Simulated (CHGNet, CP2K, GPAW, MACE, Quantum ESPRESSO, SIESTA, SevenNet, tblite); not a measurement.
# GPAW runs on random packing of 71Si3N4-29SiO2 (mol %) (99 atoms)

How do the settings of GPAW change the result for random packing of 71Si3N4-29SiO2 (mol %) (99 atoms)? A plane-wave run serves as the yardstick.

Main program and level: GPAW 26.7.0; the method is named at each step.

### 1. Starting point

The cell holds 99 atoms: 41 Si, 48 N and 10 O. Its edges and angles: a = 10.833 Å, b = 10.833 Å, c = 10.833 Å, α = 90.0°, β = 90.0°, γ = 90.0°. 99 atoms (41 Si, 48 N, 10 O) packed at random in a cube at 2.59 g/cm³ and pushed apart as soft spheres, cations and anions kept from their own kind; a start for melting by ab initio MD, not an equilibrated structure. Then every atom was moved at random, 0.05 Å r.m.s. a Cartesian component.

The yardstick, on the same geometry:

- method: Kohn-Sham DFT, PBE, SSSP efficiency 1.3.0 pseudopotentials, plane waves (Quantum ESPRESSO 7.5); sssp-pbe-1.3.0-efficiency, cutoffs 60/480 Ry, Γ point
- r.m.s. force component: 1.486 eV/Å
- longest force: 4.95 eV/Å
- pressure: -16.33 GPa
- time: 20 min on 2 MPI ranks of Arm Neoverse V1, shared host
- CPU time: 39 min

### 2. PBE, LCAO dzp, h 0.18 Å

Method: Kohn-Sham DFT, PBE, PAW, atomic orbitals (dzp).

run.py reads:

```python
import numpy as np
from ase.io import read
from gpaw import GPAW, FermiDirac
from ase.parallel import parprint as print

atoms = read("structure.xyz")
atoms.calc = GPAW(
    mode="lcao",
    basis="dzp",
    h=0.18,
    xc="PBE",
    kpts={"size": (1, 1, 1), "gamma": True},
    occupations=FermiDirac(0.05),
    maxiter=200,
    symmetry={"point_group": False},
    txt="gpaw.txt",
)
energy = atoms.get_potential_energy(force_consistent=True)
forces = atoms.get_forces()
print(f"energy {energy:.6f} eV")
print("forces (eV/A)")
for i, (a, f) in enumerate(zip(atoms, forces)):
    print(f"{i:4d} {a.symbol:2s} {f[0]:10.5f} {f[1]:10.5f} {f[2]:10.5f}")
print(f"Fermi level {atoms.calc.get_fermi_level():.4f} eV")
for k in range(len(atoms.calc.get_ibz_k_points())):
    for s in range(atoms.calc.get_number_of_spins()):
        e = atoms.calc.get_eigenvalues(kpt=k, spin=s)
        n = np.searchsorted(e, atoms.calc.get_fermi_level())
        print(f"k {k} spin {s} levels about the Fermi level:", np.round(e[max(n - 6, 0):n], 4).tolist(), "|", np.round(e[n:n + 6], 4).tolist())
```

structure.xyz reads:

```xyz
99
Lattice="10.83330 0.00000 0.00000 0.00000 10.83330 0.00000 0.00000 0.00000 10.83330" Properties=species:S:1:pos:R:3 pbc="T T T"
Si 10.82084 10.55001 2.20707
Si 1.35492 4.02305 4.65821
Si 8.33222 2.17533 9.99069
Si 2.32591 4.15630 0.30994
Si 2.19580 1.23283 10.80416
Si 4.38694 5.08038 1.51341
Si 1.07445 10.26997 6.41830
Si 0.87555 5.98323 6.56942
Si 8.26061 4.62311 0.09902
Si 7.33718 0.82788 2.57508
Si 8.88233 4.49918 5.00748
Si 3.36287 2.49903 3.77584
Si 4.12131 2.32006 1.29740
Si 0.05579 5.55727 8.94235
Si 4.75560 3.69264 7.02258
Si 2.12994 2.82283 7.59252
Si 3.50728 8.70954 1.71567
Si 5.23053 10.04604 7.23849
Si 9.17158 7.17890 4.40027
Si 7.68189 8.94809 1.56476
Si 1.46856 9.95179 9.09932
Si 1.29176 6.31051 2.70497
Si 4.74336 5.42542 9.28295
Si 4.65431 7.38723 7.59187
Si 1.72509 8.22042 4.60350
Si 6.31538 2.40077 5.31601
Si 10.51686 2.23025 2.93626
Si 5.91455 3.37945 2.91752
Si 9.14634 5.07334 2.44345
Si 6.53367 9.95374 9.63221
Si 4.26193 9.54555 4.18122
Si 9.52312 8.23407 9.05036
Si 8.68126 1.23359 5.41178
Si 10.27549 2.66618 7.09559
Si 0.13477 6.83278 0.38415
Si 4.84877 5.04323 4.76091
Si 5.19933 7.93431 10.70601
Si 10.57525 2.90787 0.33182
Si 8.40285 0.45912 7.77571
Si 7.46436 5.40441 7.26124
Si 7.46588 9.12576 5.97554
N 10.66018 10.68889 9.48737
N 1.02613 6.96809 8.78245
N 9.83079 7.88708 2.83486
N 6.12677 6.46445 8.50522
N 1.83397 6.04736 0.50516
N 7.40976 10.05677 3.77551
N 8.42592 10.11516 9.78496
N 6.60669 6.14443 2.84320
N 5.17691 9.81345 1.45015
N 0.44449 7.44215 5.75996
N 2.16915 4.35889 3.05997
N 2.12896 4.96338 8.10298
N 2.43988 10.04399 5.17572
N 9.31111 1.13468 3.67097
N 4.59202 6.57635 3.74962
[... 39 atom lines left out ...]
O 5.61501 8.59254 3.44705
O 6.56021 4.88300 5.45955
O 0.33562 8.65700 10.63808
O 2.58537 1.71004 2.35018
```

Run with:

```sh
> OMP_NUM_THREADS=1 mpirun -np 2 gpaw python run.py > output.txt
```

Log:

```text
energy -544.564690 eV
forces (eV/A)
   0 Si    1.07547   -1.07808    1.08378
   1 Si   -1.40710    0.49333   -1.98988
   2 Si   -0.56202    0.57882   -0.82108
   3 Si    0.00982    2.48864    0.52093
   4 Si    1.72496   -2.30680   -0.86675
   5 Si    0.99282   -0.11258    2.12749
   6 Si    1.73742    1.46010   -2.59167
   7 Si    0.03272   -1.44027    1.78848
   8 Si    0.32201    1.40444   -1.31637
   9 Si    0.85725    0.00281    0.53794
  10 Si   -1.32090   -0.66006   -0.09853
  11 Si   -1.81001   -1.11096    0.15745
  12 Si   -0.25782   -0.72300   -1.67929
  13 Si   -2.27537   -3.14102   -0.68864
  14 Si   -1.58732    1.49497    2.95859
  15 Si    1.67522    0.73909    1.63665
  16 Si   -1.55842    2.97212   -0.63829
  17 Si   -0.32795    3.96337    0.45848
  18 Si   -1.84412   -0.42716   -1.49913
  19 Si    2.26060    0.25049    0.54412
  20 Si    1.45482   -0.32295    0.61432
  21 Si    0.63056   -1.22465   -1.75619
  22 Si    1.75317   -2.50298   -1.24788
  23 Si   -1.28122   -1.64449    0.12749
[...]
91 O     1.39073   -1.21891   -0.50048
  92 O    -1.38440    2.33335   -0.33561
  93 O     0.12511    0.32803   -2.09627
  94 O     1.28528   -1.85457    0.70481
  95 O    -0.94664    1.72386    1.11042
  96 O    -2.13603    0.26357    1.11564
  97 O    -1.69029   -2.54454   -0.13031
  98 O     1.73328    1.33052   -0.75066
Fermi level 5.3407 eV
k 0 spin 0 levels about the Fermi level: [5.1684, 5.2172, 5.2283, 5.2777, 5.3101, 5.3166] | [5.3469, 5.396, 5.4057, 5.4481, 5.4841, 5.5021]
```

gpaw.txt:

```text
Input parameters:
  mode=LCAO(),
  basis={'default': 'dzp'},
  h=0.18,
  kpts=MonkhorstPack(size=(1, 1, 1), gamma=True),
  maxiter=200,
  occupations=Occupations(name='fermi-dirac', width=0.05, fixmagmom=False),
  symmetry=Symmetry(point_group=False),
  xc=XC(name='PBE')
Unit cell  # Å
| periodic |         x |         y |         z |   lengths |    angles |
|----------|-----------|-----------|-----------|-----------|-----------|
|      yes | 10.833300 |  0.000000 |  0.000000 | 10.833300 | 90.000000 |
|      yes |  0.000000 | 10.833300 |  0.000000 | 10.833300 | 90.000000 |
|      yes |  0.000000 |  0.000000 | 10.833300 | 10.833300 | 90.000000 |
Number of symmetries: 1
Symmetry operations  # r_c * U_cc + t_c -> r_c
|   | kind |            matrix            |
|---|------|------------------------------|
| 0 |  E   |  1, 0, 0,  0, 1, 0,  0, 0, 1 |
BZ-sampling:
  Number of BZ points: 1
  Number of IBZ points: 1
  Monkhorst-Pack size: [1, 1, 1]
  Monkhorst-Pack shift: [0, 0, 0]
[... lines left out ...]
      Number of RI-basis functions 0
Reference energy: -414871.269474  # eV
eigensolver:
density mixing:
  MSR1-Mixer
occupation numbers:
  Fermi-Dirac:
    width: 0.0500  # eV
FastPoissonSolver using
    Stencil: 6*3+1=19 point O(h^6) finite-difference Laplacian
xc functional:
  name: PBE with 2 nearest neighbor stencil
interpolation: tri-quintic # 5. degree polynomial
Initialization done in: 6.129 s
convergence criteria:
- Maximum [total energy] change in last 3 cyles: 0.0005 eV / valence electron
- Maximum integral of absolute [dens]ity change: 0.0001 electrons / valence electron
- Maximum integral of absolute [eigenst]ate change: 4e-08 eV^2 / valence electron
maximum number of iterations: 200
SCF iterations
|iter     |      energy | eigst |  dens |
|---------|-------------|-------|-------|
|iter:   1| -588.858013 |      c|       |
|iter:   2| -570.841217 |      c| -0.76 |
|iter:   3| -586.098235 |      c| -0.85 |
|iter:   4| -554.234855 |      c| -0.92 |
[...]
|iter:  11| -544.477290 |      c| -1.69 |
|iter:  12| -544.418061 |      c| -1.96 |
|iter:  13| -544.373026c|      c| -2.07 |
|iter:  14| -544.339811c|      c| -2.22 |
|iter:  15| -544.309562c|      c| -2.32 |
[...]
|iter:  28| -544.297987c|      c| -3.94 |
|iter:  29| -544.298051c|      c| -3.97 |
|iter:  30| -544.298063c|      c| -4.14c|
Converged in 30 steps
SCF loop duration: 291.379 s (9.713 s/step)
Energy contributions relative to reference atoms: (reference = -414871.269474)
Energy contributions:
  Kinetic:           2.085275
  Coulomb:         -40.249665
  Zero:             11.464906
  External:          0.000000
  Xc:             -517.331950
  Entropy:          -0.533255
  Spinorbit:         0.000000
  ----------------------------
  Free energy:    -544.564690
  Extrapolated:   -544.298063
dipole moment: (23.758658, 30.440089, -53.129313)  # |e|*Ang
Fermi level: 5.341
Eigenvalues  # (at kpt = [0.000, 0.000, 0.000])
| band index |      eig [eV] | occ [0-2] |
|------------|---------------|-----------|
|          0 |       -15.957 |     2.000 |
|        ... |               |           |
|        224 |         5.038 |     1.995 |
|        225 |         5.060 |     1.993 |
[...]
|        239 |         5.562 |     0.024 |
|        ... |               |           |
|        282 |         8.242 |     0.000 |
Gap: 0.030 eV
Transition (v -> c):
  (s=0, k=0, n=231, [0.00, 0.00, 0.00]) -> (s=0, k=0, n=232, [0.00, 0.00, 0.00])
No difference between direct/indirect transitions
Force computation time: 22.297  # s
```

Wall time 5.4 min (2 MPI ranks of Arm Neoverse V1, shared host); peak memory 2 GiB.

Banners, paths, timers and routine set-up lines are dropped from the logs unmarked, and long logs keep their key lines alone; longer cuts are marked.

Against the reference:

* r.m.s. force component: 1.416 eV/Å
* r.m.s. difference of force components: 249.7 meV/Å
* longest difference of force vectors: 767.4 meV/Å
* force difference over r.m.s. force: 16.8 %
* slope of forces against the reference's: 0.94
* correlation of force components: 0.9863

Length of the force difference by element (eV/Å):

```tsv
element	atoms	mean	most
N	48	0.37	0.67
O	10	0.49	0.77
Si	41	0.41	0.75
```

Local excerpt of 9 atoms (numbers count through the whole input) about N51, which bears the longest force; x, y, z are measured from there.

```tsv
atom	x	y	z	distance (Å)	bonds	Fx	Fy	Fz (eV/Å)
N51	0.00	0.00	0.00	0.00	2	3.21	3.08	-2.12
Si8	0.43	-1.46	0.81	1.72	2	0.03	-1.44	1.79
Si25	1.28	0.78	-1.16	1.89	3	-1.63	2.76	2.85
N69	-0.41	-2.13	-0.69	2.28	3	2.23	-0.41	1.61
N75	-2.10	0.97	-0.19	2.32	2	-2.24	1.51	2.01
N80	-1.53	-0.33	1.81	2.40	1	-0.78	-0.97	1.94
N64	-0.51	1.87	1.41	2.40	1	-1.24	-1.16	0.99
Si19	-2.11	-0.26	-1.36	2.52	3	-1.84	-0.43	-1.50
Si7	0.63	2.83	0.66	2.97	3	1.74	1.46	-2.59
```

Atoms are counted from 1 here, from 0 in the log.

Forces lie 17 % from the reference's, at 0.27 times its CPU time.

### 3. PBE, LCAO sz(dzp), h 0.18 Å

Method: Kohn-Sham DFT, PBE, PAW, atomic orbitals (sz(dzp)).

run.py, as its differences from that of step 2:

```diff
@@ -3,3 +3,2 @@
 from gpaw import GPAW, FermiDirac
-from ase.parallel import parprint as print
 
@@ -8,3 +7,3 @@
     mode="lcao",
-    basis="dzp",
+    basis="sz(dzp)",
     h=0.18,
```

structure.xyz is that of step 2.

Run with:

```sh
> OMP_NUM_THREADS=1 python run.py > output.txt
```

Log:

```text
energy -438.688961 eV
forces (eV/A)
   0 Si    2.21579   -1.01441    0.23122
   1 Si   -0.55408    2.42814   -0.34926
   2 Si   -1.68385   -0.96970    0.24337
   3 Si   -0.57828    2.26815    0.18595
   4 Si    1.77117   -2.15414    0.83046
   5 Si    1.05593    1.05189    2.97131
   6 Si    1.83634    2.83177   -4.80981
   7 Si    1.33123   -1.59064    2.28340
   8 Si    0.56215    0.14013   -1.09139
   9 Si    0.49877    0.12643   -0.81005
  10 Si   -1.23692   -0.24232    2.19238
  11 Si   -2.80951    0.49861    2.04222
  12 Si    0.39676   -2.47515   -3.84276
  13 Si   -4.02237   -5.96713    0.15756
  14 Si   -2.41597   -0.37571    3.51867
  15 Si    1.09558   -0.77967    1.09097
  16 Si   -3.44440    1.60754   -0.25614
  17 Si   -0.26795    3.48712    0.41824
  18 Si   -1.23248   -2.28574   -1.38834
  19 Si    0.67489    1.14808    1.62632
  20 Si    1.92182   -2.59130    0.52262
  21 Si    0.17461   -2.22627   -1.71590
  22 Si    0.32017   -3.87795    0.43148
  23 Si   -3.02152   -1.99602   -1.08252
[...]
91 O    -0.86281   -0.59043   -0.90736
  92 O    -0.48050    1.87975   -0.69024
  93 O    -0.31219    0.12719   -2.95061
  94 O     2.18510   -1.39397   -1.33516
  95 O     1.79321    0.34699    0.13023
  96 O    -0.84796    0.41964    1.26202
  97 O    -1.06115   -0.86499   -0.22250
  98 O     0.22138    0.12390   -1.89189
Fermi level 6.0929 eV
k 0 spin 0 levels about the Fermi level: [5.8486, 5.8993, 5.9642, 5.9959, 6.0311, 6.0425] | [6.0957, 6.1051, 6.1393, 6.1624, 6.192, 6.2031]
```

gpaw.txt:

```text
Input parameters:
  mode=LCAO(),
  basis={'default': 'sz(dzp)'},
  h=0.18,
  kpts=MonkhorstPack(size=(1, 1, 1), gamma=True),
  maxiter=200,
  occupations=Occupations(name='fermi-dirac', width=0.05, fixmagmom=False),
  symmetry=Symmetry(point_group=False),
  xc=XC(name='PBE')
Unit cell  # Å
| periodic |         x |         y |         z |   lengths |    angles |
[... lines left out ...]
  Fermi-Dirac:
[... lines left out ...]
convergence criteria:
- Maximum [total energy] change in last 3 cyles: 0.0005 eV / valence electron
[... lines left out ...]
Converged in 32 steps
[... lines left out ...]
  Free energy:    -438.688961
  Extrapolated:   -438.412362
dipole moment: (20.815574, 33.310984, -51.811435)  # |e|*Ang
Fermi level: 6.093
Eigenvalues  # (at kpt = [0.000, 0.000, 0.000])
| band index |      eig [eV] | occ [0-2] |
|------------|---------------|-----------|
|          0 |       -15.312 |     2.000 |
|        ... |               |           |
|        223 |         5.752 |     1.998 |
|        224 |         5.813 |     1.993 |
[...]
|        238 |         6.286 |     0.041 |
|        ... |               |           |
|        282 |         8.923 |     0.000 |
Gap: 0.053 eV
Transition (v -> c):
  (s=0, k=0, n=230, [0.00, 0.00, 0.00]) -> (s=0, k=0, n=231, [0.00, 0.00, 0.00])
No difference between direct/indirect transitions
Force computation time: 7.949  # s
timing:  # [seconds]
  Total:  158.165  # ━━━━━━━━━━━━━━━━━━━━━━━━━━━━━━━━━━━━━━━━━━━━━━━━━━━━━━━━
  Init:     8.598  # ━━━
  SCF:    141.588  # ━━━━━━━━━━━━━━━━━━━━━━━━━━━━━━━━━━━━━━━━━━━━━━━━━━
  Forces:   7.949  # ━━━
```

It took 2.7 min on 1 thread; peak memory 1.3 GiB.

Compared with the plane-wave run:

| Property | Result |
| --- | --- |
| r.m.s. force component | 1.654 eV/Å |
| r.m.s. difference of force components | 1360 meV/Å |
| longest difference of force vectors | 4488 meV/Å |
| force difference over r.m.s. force | 91.5 % |
| slope of forces against the reference's | 0.7011 |
| correlation of force components | 0.6298 |

This is a coarse setting, run to see what it loses.

Against the first run (17 %), the force difference from the reference is 91 %, at 0.25 times the CPU time (on 1 against 2 cores), with 396 basis functions against 1287: the smaller basis costs accuracy.

### 4. PBE, LCAO szp(dzp), h 0.18 Å

Method: Kohn-Sham DFT, PBE, PAW, atomic orbitals (szp(dzp)).

run.py, as its differences from that of step 3:

```diff
@@ -7,3 +7,3 @@
     mode="lcao",
-    basis="sz(dzp)",
+    basis="szp(dzp)",
     h=0.18,
```

structure.xyz is that of step 3.

Log:

```text
energy -520.511198 eV
forces (eV/A)
   0 Si    1.24259   -1.07192    0.86441
   1 Si   -1.39318    0.72035   -1.88229
   2 Si   -0.80987    0.21046   -0.60636
   3 Si   -0.30130    2.46204    0.46167
   4 Si    1.55722   -2.42587   -0.61784
   5 Si    1.00649    0.21794    2.47287
[...]
96 O    -1.85260    0.24367    1.17432
  97 O    -1.57435   -2.09574   -0.25607
  98 O     1.76551    1.27760   -1.18159
Fermi level 5.4576 eV
k 0 spin 0 levels about the Fermi level: [5.2804, 5.3394, 5.3485, 5.3972, 5.4266, 5.445] | [5.4702, 5.4935, 5.5193, 5.5528, 5.6063, 5.6284]
```

gpaw.txt:

```text
Input parameters:
  mode=LCAO(),
  basis={'default': 'szp(dzp)'},
  h=0.18,
  kpts=MonkhorstPack(size=(1, 1, 1), gamma=True),
  maxiter=200,
  occupations=Occupations(name='fermi-dirac', width=0.05, fixmagmom=False),
[... lines left out ...]
  Fermi-Dirac:
[... lines left out ...]
convergence criteria:
- Maximum [total energy] change in last 3 cyles: 0.0005 eV / valence electron
[... lines left out ...]
Converged in 31 steps
[... lines left out ...]
  Free energy:    -520.511198
[... lines left out ...]
Fermi level: 5.458
[... lines left out ...]
|        ... |               |           |
|        282 |         8.349 |     0.000 |
Gap: 0.025 eV
Transition (v -> c):
  (s=0, k=0, n=231, [0.00, 0.00, 0.00]) -> (s=0, k=0, n=232, [0.00, 0.00, 0.00])
No difference between direct/indirect transitions
Force computation time: 31.284  # s
timing:  # [seconds]
  Total:  453.318  # ━━━━━━━━━━━━━━━━━━━━━━━━━━━━━━━━━━━━━━━━━━━━━━━━━━━━━━━━
  Init:     9.625  # ━
  SCF:    412.380  # ━━━━━━━━━━━━━━━━━━━━━━━━━━━━━━━━━━━━━━━━━━━━━━━━━━━
  Forces:  31.284  # ━━━━
```

Wall time 7.6 min (1 thread); peak memory 1.7 GiB.

Numbers from this run, and their distance from the reference:

```yaml
r_m_s_force_component: 1.376 eV/Å
r_m_s_difference_of_force_components: 421.5 meV/Å
longest_difference_of_force_vectors: 1311 meV/Å
force_difference_over_r_m_s_force: 28.37 %
slope_of_forces_against_the_reference_s: 0.8888
correlation_of_force_components: 0.9595
```

This is a coarse setting, run to see what it loses.

Against the first run (17 %), the force difference from the reference is 28 %, at 0.71 times the CPU time (on 1 against 2 cores), with 891 basis functions against 1287: the smaller basis costs accuracy.

### 5. All runs compared

Differences are against the plane-wave reference, forces as r.m.s. over components; share is that over the reference's r.m.s. force, slope the least-squares factor from reference forces to these. Total energies of different programs have different zeros and aren't compared.

```tsv
run	Δ force, r.m.s. (meV/Å)	share (%)	slope	cores	CPU time	memory (GiB)
reference	-	-	-	2	39 min	4.6
GPAW PBE, LCAO dzp, h 0.18 Å	250	16.8	0.940	2	11 min	2.0
GPAW PBE, LCAO sz(dzp), h 0.18 Å (coarse)	1360	91.5	0.701	1	2.7 min	1.3
GPAW PBE, LCAO szp(dzp), h 0.18 Å (coarse)	422	28.4	0.889	1	7.6 min	1.7
```

Rows marked coarse were listed beforehand as settings not expected to be converged; some can still land near the reference.

CPU time is summed over cores on a shared host, where runs went side by side, so it is rough. Symmetry, cutoffs, thresholds, outputs and thread counts weren't matched or tuned between programs; memory under MPI is the largest rank's times the ranks.

### 6. Summary of results

* nearest in forces: GPAW PBE, LCAO dzp, h 0.18 Å, 17 %
* its CPU time: 11 min

The PBE run in local orbitals, coarse settings apart, differs by 17 % (GPAW PBE, LCAO dzp, h 0.18 Å); basis, grid and potentials can all enter. Runs with settings chosen to be coarse differ by 28 % (GPAW PBE, LCAO szp(dzp), h 0.18 Å) to 91 % (GPAW PBE, LCAO sz(dzp), h 0.18 Å), their programs' other errors included. Of the electronic-structure runs that take under half the reference's CPU time, GPAW PBE, LCAO dzp, h 0.18 Å comes nearest, at 17 % in 11 min against 39 min. The reference's stress is far from hydrostatic: its diagonal is -18.5, -15.3, -15.2 GPa, compression counted positive. The reference's pressure of -16 GPa belongs to a cell and atoms that aren't relaxed at this level. The electronic-structure runs sample only Γ, in a cell whose shortest periodic width is 11 Å, which is coarse for a cell with partly filled levels.

[Also dropped from logs without a mark: logging warnings of Python, and SIESTA's first energy breakdown and zero terms.]

[Logs are printed without paths, hosts, clocks, repeated set-up lines and the standing remarks that a program may print on its own settings, such as how far it seeks lower states.]

[Hosts, paths, dates, database ids (printed as entryN), source tags and the programs' standing remarks are cut or masked in the printed files.]
